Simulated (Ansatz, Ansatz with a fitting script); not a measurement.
An input for Ansatz 0.2.0 (RbCaH3 (Pm-3m)):

```yaml
crystal:
  lattice:
    - [4.547, 0.0, 0.0]
    - [0.0, 4.547, 0.0]
    - [0.0, 0.0, 4.547]
  atoms:
    - { symbol: Rb, position: [0.0, 0.0, 0.0] }
    - { symbol: Ca, position: [0.5, 0.5, 0.5] }
    - { symbol: H, position: [0.0, 0.5, 0.5] }
    - { symbol: H, position: [0.5, 0.0, 0.5] }
    - { symbol: H, position: [0.5, 0.5, 0.0] }
kpoints:
  mp_grid: { grid: [4, 4, 4] }
hamiltonian:
  xc: lda
  pseudopotentials: { kind: nc, xc_functional: pbe }
scf:
  occupations: { method: fixed }
  lower_state_search: "off"
  convergence: { dr2_threshold: 1.0e-09 }
output:
  rpa_energy:
    ecut_chi_ladder: [204, 238, 272, 306, 340]
    long_wavelength: optical_limit
    n_empty_bands: 473
basis:
  ecutwfc: 979.609905
  xc_grid: 3
```

```sh
ansatz run input.yaml --threads 4 --pin off --max-ram 18432MiB --backend cpu --events-out ev --progress --plain --runs-dir out
```

How long will it take on 4 threads of Arm Neoverse V2, shared host, and how much memory?

It took 9.1 min; on shared hardware allow 4.5 min to 18 min. Peak host memory was 2.6 GiB.

[Paths, hosts, dates, memory and timing lines, banners, echoed tables and standing remarks are left out of the program output.]

[Logs are printed without paths, hosts, clocks, repeated set-up lines and the standing remarks that a program may print on its own settings, such as how far it seeks lower states.]

[Runs of the session that timed out or met a known fault of the program may be left out.]

[Hosts, paths, dates, database ids (printed as entryN), source tags and the programs' standing remarks are cut or masked in the printed files.]
